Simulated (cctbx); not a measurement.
**Accept or mend?**

Cell a = 11.0200 Å, b = 11.0200 Å, c = 5.4840 Å, α = 90.00°, β = 90.00°, γ = 90.00°; space group I4/mcm (no. 140). The compound is Zr4CrSn3.

Simulated single-crystal data (cctbx): Ga Kα, λ = 1.3414 Å, to d = 0.8 Å, 50 % of the full sphere, strongest reflection 20000 counts, noise from counting, a 1.5 % proportional error and a noise floor of 4 counts (s.d.); no absorption.

An isotropic refinement with weights 1/σ² prints:

```text
Rint 0.021, 207 unique reflections to 0.80 A
cycle     R1     wR2    GooF  max shift (A)
   1  0.2107  0.4888  28.454   0.42066
  12  0.0131  0.0399   2.324   0.00293
final R1 0.0113 wR2 0.0310 GooF 1.807  parameters 9  data/parameter 23.0
atom        x        y        z      Ueq    occ   su(xyz)  su(Uiso or U11)
Sn1    0.16591  0.33409  0.00000   0.0119  1.000  0.00004  0.0002
Sn2    0.00000  0.00000  0.75000   0.0122  1.000  0.00000  0.0002
Zr1    0.26206  0.42474  0.50000   0.0154  1.000  0.00005  0.0002
Cr1    0.00000  0.50000  0.75000   0.0164  1.000  0.00000  0.0004
Cr2    0.92642  0.42642  0.50000   1.0000  1.000  0.00228  0.0399
difference map: max 0.55 min -0.71 rms 0.18
Q1    0.0366  0.2274  0.5000   16    0.56  0.44 A from Zr1
Q2    0.0000  0.0000  0.1636    8    0.51  0.47 A from Sn2
Q3    0.1185  0.2771  0.5000   16    0.48  0.64 A from Zr1
Q4    0.9952  0.3278  0.0000   16    0.43  1.26 A from Zr1
Q5    0.1284  0.3716  0.3868   16    0.40  1.70 A from Zr1
Q6    0.0577  0.2089  0.0000   16    0.40  1.50 A from Zr1
```

Q: Accept it or mend it, and why?

Mend it. The fault: spurious atom: Cr2. Against the right model at the same level, R1 goes from 0.0079 to 0.0113 and GooF from 1.00 to 1.81 and Cr2 takes U = the program's ceiling. A site with no density behind it hides by a very large U or drifts. The fit had not settled when the cycles ran out.

The compound is Zr4CrSn3. The right model at the same level gives:

```text
Rint 0.021, 207 unique reflections to 0.80 A
cycle     R1     wR2    GooF  max shift (A)
   1  0.1092  0.2552  14.780   0.04832
   2  0.0079  0.0172   0.998   0.00000
final R1 0.0079 wR2 0.0172 GooF 0.998  parameters 7  data/parameter 29.6
atom        x        y        z      Ueq    occ   su(xyz)  su(Uiso or U11)
Sn1    0.16589  0.33411  0.00000   0.0122  1.000  0.00002  0.0001
Sn2    0.00000  0.00000  0.75000   0.0125  1.000  0.00000  0.0001
Zr1    0.26207  0.42475  0.50000   0.0157  1.000  0.00003  0.0001
Cr1    0.00000  0.50000  0.75000   0.0167  1.000  0.00000  0.0002
difference map: max 0.53 min -0.54 rms 0.12
Q1    0.0683  0.4317  0.0000    8    0.53  1.52 A from Sn1
Q2    0.0029  0.3336  0.0000   16    0.49  1.36 A from Zr1
Q3    0.2275  0.2725  0.1266   16    0.38  1.19 A from Sn1
Q4    0.0590  0.2079  0.0000   16    0.37  1.52 A from Zr1
Q5    0.1296  0.2055  0.1314   32    0.36  1.64 A from Sn1
Q6    0.2051  0.2051  0.2500   16    0.35  2.01 A from Zr1
```

The model was made for the exercise: a known structure type with other elements put in, its volume estimated, not relaxed; displacement parameters are assumed.

[Middle refinement cycles are left out of these outputs.]

[Logs are printed without paths, hosts, clocks, repeated set-up lines and the standing remarks that a program may print on its own settings, such as how far it seeks lower states.]
